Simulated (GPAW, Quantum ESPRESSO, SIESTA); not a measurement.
# In-plane stress of diamond Si under biaxial strain, GPAW plane waves, PBE

Calculated with GPAW 26.7.0: PBE; plane waves, PAW, 650 eV; k-mesh 4×4×4. The first two cell vectors are strained alike from typed lattice constants; the third vector's length and the atoms are relaxed. The geometries are those relaxed at QE, PBE.

```
in-plane strain (%)  in-plane stress (GPa, compression positive)
                 -4                                        7.962
                 -3                                            ?
                 -2                                        3.953
                 -1                                        2.096
                  0                                       0.2801
                 +1                                       -1.333
                 +2                                        -2.89
                 +3                                        -4.31
                 +4                                       -5.578
```

**Question.** Fit a second-order form in the logarithmic strain to the rows given and interpolate to the withheld row.

**Working.**

With u = ln[(1 + ε)/(1 + ε0)], counted from the row at ε0 = +0 % where y0 = 0.2801, a second-order form y = y0 + a u + b u² makes v = (y − y0)/u a line in u.

```
         u         v
-0.0408220  -188.180
-0.0202027  -181.802
-0.0100503  -180.681
0.00995033  -162.115
 0.0198026  -160.085
 0.0295588  -155.287
 0.0392207  -149.362
```

With n = 7: mean u = 0.00392249, mean v = -168.216, Σ(u − ū)² = 0.0049710, Σ(u − ū)(v − v̄) = 2.5581. Slope b = 2.5581 / 0.0049710 = 514.60; intercept a = v̄ − b ū = -170.23.

At the withheld row u = -0.03046, v = a + b u = -185.9, and y = y0 + u v.

Prediction at -3: 5.943 GPa. The run gave 5.881 GPa, so the fit is high by 0.062 GPa (1.0 % of the value).

The first-order term gives a biaxial modulus of 170 GPa at ε0. The second-order term makes up 8.4 % of v at the withheld row. Among the rows given, the largest miss of the fit is at -4, by 0.12 GPa (0.92 % of the range of the table).

Limits: The nuclei are static. The DFT runs use Fermi–Dirac occupations of width 0.01 eV, and energies are free energies.

[Logs are printed without paths, hosts, clocks, repeated set-up lines and the standing remarks that a program may print on its own settings, such as how far it seeks lower states.]

[Hosts, paths, dates, database ids (printed as entryN), source tags and the programs' standing remarks are cut or masked in the printed files.]
